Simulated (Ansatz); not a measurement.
**Starting-point dependence of the GW gap of SnH5CN2Cl3 (Amm2)**

How much of the starting functional survives in the G0W0 gap of SnH5CN2Cl3 (Amm2)?

Calculated with Ansatz 0.2.0; G0W0 on several functionals, plane waves, PAW.

## Step 1: The structure

The structure is orthorhombic, space group Amm2 (No. 38). Conventional cell: a = 6.040 Å, b = 7.718 Å, c = 8.308 Å, α = 90.00°, β = 90.00°, γ = 90.00°. Sn has 6 Cl at 2.74 to 3.03 Å nearest. Nearest to H lie 1 N at 1.02 Å. H has 1 N at 1.01 Å nearest. Nearest to H lie 1 C at 1.09 Å. Nearest to C lie 1 H at 1.09 Å and 2 N at 1.31 Å. Nearest to N lie 2 H at 1.01 to 1.02 Å and 1 C at 1.31 Å. Farther neighbours and most contacts between anions are not listed.

The cell and positions are those that the Materials Project relaxed with its own functionals (PBE, PBE+U or r2SCAN), kept fixed.

## Step 2: G0W0 on LDA

Now the one-shot GW correction: screening in the RPA, then the self-energy of the levels asked for. This step takes PAW set soft_1 files.

This step: G0W0 on LDA, plane waves, PAW; PAW set soft_1.

File input.yaml:

```yaml
crystal:
  lattice:
    - [6.040487, 0.0, 0.0]
    - [0.0, 3.859191, 4.153885]
    - [0.0, -3.859191, 4.153885]
  atoms:
    - { symbol: Sn, position: [0.5, 0.372251, 0.372251] }
    - { symbol: H, position: [0.205496, 0.725508, 0.725508] }
    - { symbol: H, position: [0.794504, 0.725508, 0.725508] }
    - { symbol: H, position: [0.329683, 0.916176, 0.916176] }
    - { symbol: H, position: [0.670317, 0.916176, 0.916176] }
    - { symbol: H, position: [0.0, 0.053322, 0.053322] }
    - { symbol: C, position: [0.0, 0.921717, 0.921717] }
    - { symbol: "N", position: [0.191086, 0.847581, 0.847581] }
    - { symbol: "N", position: [0.808914, 0.847581, 0.847581] }
    - { symbol: Cl, position: [0.5, 0.855812, 0.351215] }
    - { symbol: Cl, position: [0.5, 0.351215, 0.855812] }
    - { symbol: Cl, position: [0.0, 0.393951, 0.393951] }
kpoints:
  mp_grid: { grid: [2, 2, 2] }
hamiltonian:
  xc: lda
  pseudopotentials: { kind: paw, azcp: { folder: soft_1 }, xc_functional: pbe }
scf:
  occupations: { method: fixed }
gw:
  n_empty_bands: 439
  ecut_chi: 100
  qp_bands: [v4, c4]
  qp_kpoints: band_edges
  screening: { model: contour_deformation }
```

Command:

```bash
ansatz run input.yaml --threads 2 --pin off --max-ram 92160MiB --backend cuda --events-out ev --progress --plain --runs-dir out --devices 1 --max-vram 13GiB
```

Numbers of over 12 decimals in the logs are rounded to 6 here.

What it wrote:

```text
GPUs: using 1 of 1 available (devices: 1).
Engine: ansatz 0.2.0, x86_64-unknown-linux-gnu
Pseudopotentials: kind: paw
Pseudopotential: Sn, paw, valence charge 14, recommended cutoff 420 eV (normal), soft_1/Sn.paw.azcp
Pseudopotential: H, paw, valence charge 1, recommended cutoff 420 eV (normal), soft_1/H.paw.azcp
Pseudopotential: C, paw, valence charge 4, recommended cutoff 420 eV (normal), soft_1/C.paw.azcp
Pseudopotential: N, paw, valence charge 5, recommended cutoff 420 eV (normal), soft_1/N.paw.azcp
Pseudopotential: Cl, paw, valence charge 7, recommended cutoff 420 eV (normal), soft_1/Cl.paw.azcp
Functional definition: SPW92
  exchange = slater_x
  correlation = pw_c
device memory: the entry about to start is reckoned to put 1.7 GiB on a device that reports 58.1 GiB free (of which the cap on the GPU budget leaves the run 13.0 GiB)
GPU FFT provider: cuFFT
GPU libraries: cuBLAS 13.8.2, cuFFT 12.4.0, cuSOLVER 12.3.4
Crystal: 12 atoms, lattice volume = 193.666 Å³
Basis set: ecut = 420 eV, 3785 PW (Γ)
Bands: 39, of which v1, the nominal top of the filled ones, is band 27 counted from 1 (26 counted from 0)
Symmetry: 4 space group operations
Space group: Amm2 (ITA 38), of the structure as read, at distance tolerance 5.8e-5 Å
k-points: 6 of 8
Non-local potential: Sn, projectors of the file, l = 0: 2, l = 1: 2, l = 2: 2, l = 3: 1
Non-local potential: H, projectors of the file, l = 0: 2, l = 1: 1
Non-local potential: C, projectors of the file, l = 0: 2, l = 1: 2, l = 2: 1
Non-local potential: N, projectors of the file, l = 0: 2, l = 1: 2, l = 2: 1
Non-local potential: Cl, projectors of the file, l = 0: 2, l = 1: 2, l = 2: 1
PAW form: soft (Blöchl's): semilocal exchange-correlation on the pseudo side does not see the compensation charge
PAW frozen core: Sn, regenerated for the run's functional, and the local potential with it (the file was generated under x = pbe(κ = 0.804, μ = 0.219515), c = pbe(β = 0.066725))
PAW frozen core: C, regenerated for the run's functional, and the local potential with it (the file was generated under x = pbe(κ = 0.804, μ = 0.219515), c = pbe(β = 0.066725))
PAW frozen core: N, regenerated for the run's functional, and the local potential with it (the file was generated under x = pbe(κ = 0.804, μ = 0.219515), c = pbe(β = 0.066725))
PAW frozen core: Cl, regenerated for the run's functional, and the local potential with it (the file was generated under x = pbe(κ = 0.804, μ = 0.219515), c = pbe(β = 0.066725))
PAW one-centre angular grid: Sn, 590 points (default); XC on 64 Gauss nodes
PAW one-centre angular grid: H, 110 points (default); XC on 64 Gauss nodes
PAW one-centre angular grid: C, 110 points (default); XC on 64 Gauss nodes
PAW one-centre angular grid: N, 110 points (default); XC on 64 Gauss nodes
PAW one-centre angular grid: Cl, 110 points (default); XC on 64 Gauss nodes
Initial density: superposition of atomic densities (chi_scale 0.1, normalization cell), built separately for each of the 2 bonded fragments (scf.initial_density.interfragment_charge_transfer: auto; true builds it for the cell as a whole; a typed value also counts as a typed key of the start: scf.initial_density.chi_scale says what that changes, if anything)
Initial wavefunctions: pseudopotential atomic-orbital guess
GPU buffer pool allocated for 72000 grid points (all kernels)
GPU transforms: local potential and band sums: pruned to the plane-wave sphere, on 45×40×40
Functional: x = slater, c = lda
SCF iter   1: F=—  HF=-10089.419124 eV  |F-HF|=—  |Δ(HF+E_count)|=         —  Δρ=7.25e-2  dr2=8.76e0  ethr=3.10e-3  ⟨swp⟩=5.0  Hψ=904  notcnv=0  defer=58
preconditioner: auto → Resta (q_TF=auto, 2.205 Å⁻¹)  ε∞=2.9  [insulator: Δε(μ)=0.939 eV  Ē_g=12.111 eV  n_scr=28 (ndim 8)  ℏωp=16.9 eV  f_vac=0.051  ε∞_Penn≈2.9]
SCF iter   2: F=—  HF=-10086.636598 eV  |F-HF|=—  |Δ(HF+E_count)|=    2.78e0  Δρ=3.08e-2  dr2=1.25e0  ethr=3.10e-3  ⟨swp⟩=3.0  Hψ=527  notcnv=0  defer=59
SCF iter   3: F=—  HF=-10086.264014 eV  |F-HF|=—  |Δ(HF+E_count)|=   3.73e-1  Δρ=1.12e-2  dr2=2.06e-1  ethr=2.31e-3  ⟨swp⟩=2.0  Hψ=380  notcnv=0  defer=59
SCF iter   4: F=—  HF=-10086.213834 eV  |F-HF|=—  |Δ(HF+E_count)|=   5.02e-2  Δρ=2.66e-3  dr2=1.59e-2  ethr=3.81e-4  ⟨swp⟩=2.0  Hψ=339  notcnv=0  defer=60
SCF iter   5: F=—  HF=-10086.212610 eV  |F-HF|=—  |Δ(HF+E_count)|=   1.22e-3  Δρ=7.64e-4  dr2=1.59e-3  ethr=2.94e-5  ⟨swp⟩=2.0  Hψ=339  notcnv=0  defer=60
SCF iter   6: F=—  HF=-10086.212801 eV  |F-HF|=—  |Δ(HF+E_count)|=   1.91e-4  Δρ=1.84e-4  dr2=9.72e-5  ethr=2.95e-6  ⟨swp⟩=2.0  Hψ=315  notcnv=0  defer=60
SCF iter   7: F=—  HF=-10086.212787 eV  |F-HF|=—  |Δ(HF+E_count)|=   1.42e-5  Δρ=5.28e-5  dr2=6.49e-6  ethr=1.80e-7  ⟨swp⟩=2.0  Hψ=382  notcnv=0  defer=57
SCF iter   8: F=—  HF=-10086.212789 eV  |F-HF|=—  |Δ(HF+E_count)|=   2.21e-6  Δρ=9.87e-6  dr2=2.59e-7  ethr=1.20e-8  ⟨swp⟩=2.2  Hψ=283  notcnv=0  defer=57
SCF iter   9: F=-10086.212789 eV  HF=-10086.212789 eV  |F-HF|=2.71e-9  |Δ(HF+E_count)|=   1.36e-7  Δρ=2.60e-6  dr2=1.44e-8  ethr=1.85e-10  ⟨swp⟩=14.3  Hψ=1504  notcnv=0
SCF 1 converged in 9 iterations: F = -10086.212789 eV  dr2 = 1.44e-8
  greatest PAW one-centre occupation: 0.994 electrons in one spin orbital (limit 2), on the Sn atom at site 0 (counted from 0), in its partial waves of l = 2
device memory: the entry about to start is reckoned to put 2.2 GiB on a device that reports 58.1 GiB free (of which the cap on the GPU budget leaves the run 13.0 GiB)
NSCF: frozen V_eff on 6 k-points
the band table was solved once the SCF had ended and its energy, with any forces and stress, was formed, with the checks that follow a solve (1009 applications of the Hamiltonian). They found nothing against the state; the energy, forces and stress were not computed again (output.eigenvalues in the input reference)
device memory: the entry about to start is reckoned to put 3.4 GiB on a device that reports 59.0 GiB free (of which the cap on the GPU budget leaves the run 13.0 GiB)
NSCF: frozen V_eff on 6 k-points
G₀W₀ screening: q 1/6
[... further progress lines ...]
device memory: the entry about to start is reckoned to put 0.7 GiB on a device that reports 57.2 GiB free (of which the cap on the GPU budget leaves the run 13.0 GiB)
NSCF: frozen V_eff on 1 k-points
device memory: the entry about to start is reckoned to put 0.7 GiB on a device that reports 58.2 GiB free (of which the cap on the GPU budget leaves the run 13.0 GiB)
NSCF: frozen V_eff on 1 k-points
SCF converged after 9 iterations
Free energy (F): -10086.212789 eV
Harris-Foulkes:  -10086.212789 eV  (|F-HF|=2.71e-9)
Internal energy: -10086.212789 eV  (E = F + TS)
E sigma→0 (E₀):  -10086.212789 eV
Fermi energy:    2.375760 eV
--- Per-component energies (eV) ---
  E_band       = -423.308105
  E_kinetic    = 1034.327338
  E_local      = -3367.586020  (includes V_loc(G=0)·N_el)
  E_nonlocal   = 349.312526
  E_hartree    = 1317.745097
  E_xc         = -644.628764
  E_vxc        = -684.265929  (∫ρ·V_xc dr)
  E_paw        = -6433.234592  (= ΣΔE_a)
  E_vpaw       = -390.580683  (= ΣTr[D̂ρ^β])
  E_aug_tail   = -0.002562  (compensation charges beyond the density's cutoff)
  E_ewald      = -2343.365099
  E_core_change = 1.219287  (= ΣΔE_core)
  E_smearing   = -0.000000  (= −TS)
  E_closure    = -0.000000  (closes the sum)
  Σ components = -10086.212789   (vs F -10086.212789, Δ=0.00e0)
--- Band table (eV; the first three rows and the last of 6) ---
  k-point 0: bands = [... 23 lower, -0.1752, 0.0936, 0.3270, 0.5546, 5.1366, 5.9334, 6.6374, 7.2386, ... 8 higher]
  k-point 1: bands = [... 23 lower, 0.2364, 0.2584, 0.4552, 0.7787, 4.5246, 5.1876, 6.2216, 6.9265, ... 8 higher]
  k-point 2: bands = [... 23 lower, 0.1139, 0.3958, 0.4036, 1.7450, 4.0186, 4.0291, 5.3313, 5.7801, ... 8 higher]
  k-point 5: bands = [... 23 lower, 0.0548, 0.4669, 0.6523, 2.3758, 3.4861, 3.8079, 3.8873, 5.3999, ... 8 higher]
--- G₀W₀: contour deformation, 7 samples at zero and on the imaginary axis and 1 off it, 8 q-points, 439 empty bands' worth ---
  eigenvalues of the whole cell's RPA ε∞ on this k-mesh (on a slab, of 1 + 4πα/V) = 10.0328, 12.1163, 12.3291; static W/v taken at q = 0 is 0.087480
  gw.qp_kpoints: band_edges: 6 of 6 stored k-points solved, in 1 pass; an edge of the gap read off the rows below is read off those points alone
    ik  band        ε_KS         Σx   Σc(E_QP)       V_xc       Z   E_QP_lin       E_QP  E_QP is
     0    24     -0.1752   -20.3432     3.4459   -16.1767  0.6926    -0.9288    -0.8958  root
     0    25      0.0936   -20.3867     3.4297   -16.2713  0.6866    -0.6214    -0.5920  root
     0    26      0.3270   -19.9792     3.5396   -15.6809  0.6829    -0.4715    -0.4317  root
     0    27      0.5546   -20.3534     3.6452   -15.9235  0.6826    -0.2739    -0.2301  root
     0    28      5.1366    -8.5452    -4.3337   -14.2477  0.7368     6.5599     6.5054  root
     0    29      5.9334    -5.6338    -4.2052   -10.5769  0.7594     6.7036     6.6713  root
     0    30      6.6374    -9.5614    -4.5880   -14.8295  0.6897     7.3432     7.3176  root
     0    31      7.2386    -6.5852    -4.3405   -11.5530  0.7277     7.8823     7.8659  root
     1    24      0.2364   -19.8144     3.4936   -15.5638  0.6843    -0.5608    -0.5206  root
     1    25      0.2584   -20.9925     3.3857   -16.9171  0.7010    -0.4596    -0.4313  root
     1    26      0.4552   -20.0953     3.6265   -15.6828  0.6823    -0.3752    -0.3308  root
     1    27      0.7787   -19.9504     2.3833   -17.0621  0.7050     0.2605     0.2737  root
     1    28      4.5246    -8.5279    -4.1374   -13.3581  0.7315     5.2471     5.2174  root
     1    29      5.1876    -8.8610    -4.4366   -14.7368  0.7341     6.6857     6.6267  root
     1    30      6.2216    -9.2712    -4.3666   -14.3052  0.7045     6.9145     6.8889  root
     1    31      6.9265    -9.1193    -4.5124   -14.3399  0.7040     7.6673     7.6347  root
     2    24      0.1139   -19.3674     3.4991   -15.1140  0.6819    -0.6813    -0.6403  root
     2    25      0.3958   -19.8352     3.5888   -15.4691  0.6820    -0.4253    -0.3816  root
     2    26      0.4036   -21.3634     3.3262   -17.3691  0.7070    -0.2899    -0.2645  root
     2    27      1.7450   -19.8038     1.8163   -17.5936  0.7159     1.3431     1.3511  root
     2    28      4.0186    -7.7213    -4.0489   -12.4595  0.7395     4.7356     4.7078  root
     2    29      4.0291    -8.0803    -4.0290   -12.7689  0.7383     4.7141     4.6887  root
     2    30      5.3313    -9.1360    -4.5541   -15.1610  0.7297     6.8641     6.8021  root
     2    31      5.7801    -9.0107    -4.1369   -13.7918  0.7166     6.4497     6.4244  root
[...]
5    24      0.0548   -20.7543     3.4930   -16.5203  0.6944    -0.7214    -0.6861  root
     5    25      0.4669   -20.3733     3.5007   -16.1152  0.6879    -0.3290    -0.2906  root
     5    26      0.6523   -20.5845     3.5966   -16.2080  0.6862    -0.1697    -0.1275  root
     5    27      2.3758   -19.6668     1.5296   -17.7914  0.7216     2.0249     2.0299  root
     5    28      3.4861    -7.0182    -3.8863   -11.5120  0.7454     4.1126     4.0936  root
     5    29      3.8079    -7.7142    -4.0290   -12.4071  0.7427     4.4966     4.4718  root
     5    30      3.8873    -7.5068    -4.0270   -12.1913  0.7415     4.5688     4.5446  root
     5    31      5.3999    -9.3135    -4.5858   -15.4532  0.7294     7.0218     6.9538  root
```

Run time: 15 s. Hardware: 1 × NVIDIA H100 80GB HBM3 (shared by 6 runs) with 2 threads of AMD EPYC 7R13 (Zen 3), shared host; peak memory 1.5 GiB.

The column dr2 measures how far the density is from self-consistency, as an energy; F and HF (Harris–Foulkes) agree once it is small.

This step gave:

| Quantity | Value |
| --- | --- |
| bands summed | 466 |
| RPA ε∞ on this mesh (eigenvalues) | 10.03, 12.12, 12.33 |
| plane waves in the screening matrix | 441 |
| q-points in the mesh | 8 |
| G0W0 gap on the mesh | 2.064 eV |
| k of the valence top | -0.5, -0.5, -0.5 |
| k of the conduction bottom | -0.5, -0.5, -0.5 |
| starting gap on the mesh | 1.110 eV |
| Z at the valence top | 0.7216 |
| Z at the conduction bottom | 0.7454 |
| least direct G0W0 gap on the computed points | 2.064 eV |

The gap on the mesh goes from 1.11 eV to 2.06 eV, a correction of +0.95 eV. Between the two edge states, bare exchange in place of the xc potential would open the gap by 6.37 eV, and correlation takes back 5.42 eV.

## Step 3: G0W0 on PBEsol

The same correction from a different start measures what one shot leaves open.

This step: G0W0 on PBEsol, plane waves, PAW; PAW set soft_1.

input.yaml, as its differences from that of step 2:

```diff
@@ -21,3 +21,3 @@
 hamiltonian:
-  xc: lda
+  xc: pbesol
   pseudopotentials: { kind: paw, azcp: { folder: soft_1 }, xc_functional: pbe }
```

What it wrote:

```text
GPUs: using 1 of 1 available (devices: 1).
[...]
GPU FFT provider: cuFFT
GPU libraries: cuBLAS 13.8.2, cuFFT 12.4.0, cuSOLVER 12.3.4
Crystal: 12 atoms, lattice volume = 193.666 Å³
Basis set: ecut = 420 eV, 3785 PW (Γ)
Bands: 39, of which v1, the nominal top of the filled ones, is band 27 counted from 1 (26 counted from 0)
Symmetry: 4 space group operations
[...]
k-points: 6 of 8
[...]
GPU buffer pool allocated for 72000 grid points (all kernels)
[...]
SCF iter   1: F=—  HF=-10222.864958 eV  |F-HF|=—  |Δ(HF+E_count)|=         —  Δρ=7.11e-2  dr2=8.33e0  ethr=3.10e-3  ⟨swp⟩=5.0  Hψ=905  notcnv=0  defer=55
[...]
SCF iter   9: F=-10220.184937 eV  HF=-10220.184937 eV  |F-HF|=7.00e-8  |Δ(HF+E_count)|=   1.47e-6  Δρ=2.75e-6  dr2=2.37e-8  ethr=1.85e-10  ⟨swp⟩=14.7  Hψ=1507  notcnv=0
SCF 1 converged in 9 iterations: F = -10220.184937 eV  dr2 = 2.37e-8
[...]
NSCF: frozen V_eff on 6 k-points
[...]
G₀W₀ screening: q 1/6
[... further progress lines ...]
[...]
SCF converged after 9 iterations
Free energy (F): -10220.184937 eV
[...]
Internal energy: -10220.184937 eV  (E = F + TS)
E sigma→0 (E₀):  -10220.184937 eV
Fermi energy:    2.636385 eV
[...]
--- Band table (eV; the first three rows and the last of 6) ---
  k-point 0: bands = [... 23 lower, 0.0156, 0.2807, 0.5278, 0.7489, 5.4212, 6.2967, 6.9336, 7.5694, ... 8 higher]
  k-point 1: bands = [... 23 lower, 0.4400, 0.4404, 0.6548, 1.0055, 4.8107, 5.4578, 6.5142, 7.2186, ... 8 higher]
  k-point 2: bands = [... 23 lower, 0.3251, 0.5806, 0.5985, 1.9929, 4.3113, 4.3161, 5.5899, 6.0704, ... 8 higher]
  k-point 5: bands = [... 23 lower, 0.2401, 0.6595, 0.8421, 2.6364, 3.7841, 4.1013, 4.1806, 5.6553, ... 8 higher]
[...]
0    24      0.0156   -20.3784     3.4997   -16.0402  0.6950    -0.8711    -0.8229  root
     0    25      0.2807   -20.4101     3.4795   -16.1309  0.6888    -0.5615    -0.5189  root
     0    26      0.5278   -20.0223     3.5940   -15.5527  0.6856    -0.4053    -0.3477  root
     0    27      0.7489   -20.3886     3.6980   -15.7926  0.6853    -0.2116    -0.1492  root
     0    28      5.4212    -8.6647    -4.2555   -14.1378  0.7383     6.6931     6.6388  root
     0    29      6.2967    -5.6693    -4.1332   -10.3505  0.7603     6.8594     6.8447  root
     0    30      6.9336    -9.4623    -4.4767   -14.4593  0.6939     7.4679     7.4539  root
     0    31      7.5694    -7.5402    -4.3785   -12.4034  0.7183     8.0611     8.0541  root
[...]
5    28      3.7841    -6.9534    -3.7953   -11.1655  0.7469     4.2084     4.2007  root
     5    29      4.1013    -7.6536    -3.9342   -12.0697  0.7442     4.5941     4.5831  root
     5    30      4.1806    -7.4281    -3.9317   -11.8305  0.7432     4.6618     4.6513  root
     5    31      5.6553    -9.3160    -4.4735   -15.1981  0.7319     7.1218     7.0639  root
```

Elapsed: 15 s, on 1 × NVIDIA H100 80GB HBM3 (shared by 6 runs) with 2 threads; peak memory 1.5 GiB.

Numbers from this step:

```
bands summed                                 : 466
RPA ε∞ on this mesh (eigenvalues)            : 9.593, 11.58, 11.59
plane waves in the screening matrix          : 441
q-points in the mesh                         : 8
G0W0 gap on the mesh                         : 2.081 eV
k of the valence top                         : -0.5, -0.5, -0.5
k of the conduction bottom                   : -0.5, -0.5, -0.5
starting gap on the mesh                     : 1.148 eV
Z at the valence top                         : 0.7239
Z at the conduction bottom                   : 0.7469
least direct G0W0 gap on the computed points : 2.081 eV
```

Against the run with 2×2×2 mesh, 439 empty bands, screening to 100 eV, PAW set soft_1 files on LDA, the gap moves by +0.017 eV, while the start moved by +0.04 eV.

## Step 4: G0W0 on PBE

This step: G0W0 on PBE, plane waves, PAW; PAW set soft_1.

input.yaml, as its differences from that of step 3:

```diff
@@ -21,4 +21,4 @@
 hamiltonian:
-  xc: pbesol
-  pseudopotentials: { kind: paw, azcp: { folder: soft_1 }, xc_functional: pbe }
+  xc: pbe
+  pseudopotentials: { kind: paw, azcp: { folder: soft_1 } }
 scf:
```

What it wrote:

```text
GPUs: using 1 of 1 available (devices: 1).
[...]
GPU FFT provider: cuFFT
GPU libraries: cuBLAS 13.8.2, cuFFT 12.4.0, cuSOLVER 12.3.4
Crystal: 12 atoms, lattice volume = 193.666 Å³
Basis set: ecut = 420 eV, 3785 PW (Γ)
Bands: 39, of which v1, the nominal top of the filled ones, is band 27 counted from 1 (26 counted from 0)
Symmetry: 4 space group operations
[...]
k-points: 6 of 8
[...]
1    24      0.5001   -21.0545     3.4233   -16.7940  0.7064    -0.3775    -0.3371  root
[...]
5    28      3.9796    -6.9387    -3.7369   -10.9846  0.7510     4.2922     4.2885  root
     5    29      4.3052    -7.6237    -3.8729   -11.8742  0.7486     4.6887     4.6828  root
     5    30      4.3741    -7.4015    -3.8696   -11.6396  0.7475     4.7481     4.7426  root
     5    31      5.7031    -9.3505    -4.4444   -15.2533  0.7358     7.2219     7.1616  root
[key lines of the parts left out:]
SCF converged after 9 iterations
Free energy (F): -10366.961973 eV
Fermi energy:    2.726207 eV
```

Run time: 17 s. Hardware: 1 × NVIDIA H100 80GB HBM3 (shared by 6 runs) with 2 threads; peak memory 1.5 GiB.

Numbers from this step:

| Property | Result |
| --- | --- |
| bands summed | 466 |
| RPA ε∞ on this mesh (eigenvalues) | 8.584, 9.975, 10.19 |
| plane waves in the screening matrix | 441 |
| G0W0 gap on the mesh | 2.127 eV |
| k of the valence top | -0.5, -0.5, -0.5 |
| k of the conduction bottom | -0.5, -0.5, -0.5 |
| starting gap on the mesh | 1.253 eV |
| least direct G0W0 gap on the computed points | 2.127 eV |

Against the run with 2×2×2 mesh, 439 empty bands, screening to 100 eV, PAW set soft_1 files on PBEsol, the gap moves by +0.05 eV, while the start moved by +0.11 eV.

(Part 1 of 2 ends here.)

[Paths, hosts, dates, memory and timing lines, banners, echoed tables and standing remarks are left out of the program output.]

[Logs are printed without paths, hosts, clocks, repeated set-up lines and the standing remarks that a program may print on its own settings, such as how far it seeks lower states.]

[Runs of the session that timed out or met a known fault of the program may be left out.]

[Cells called generated may have been cut or substituted from an entry of the Crystallography Open Database or the Materials Project.]

[Hosts, paths, dates, database ids (printed as entryN), source tags and the programs' standing remarks are cut or masked in the printed files.]
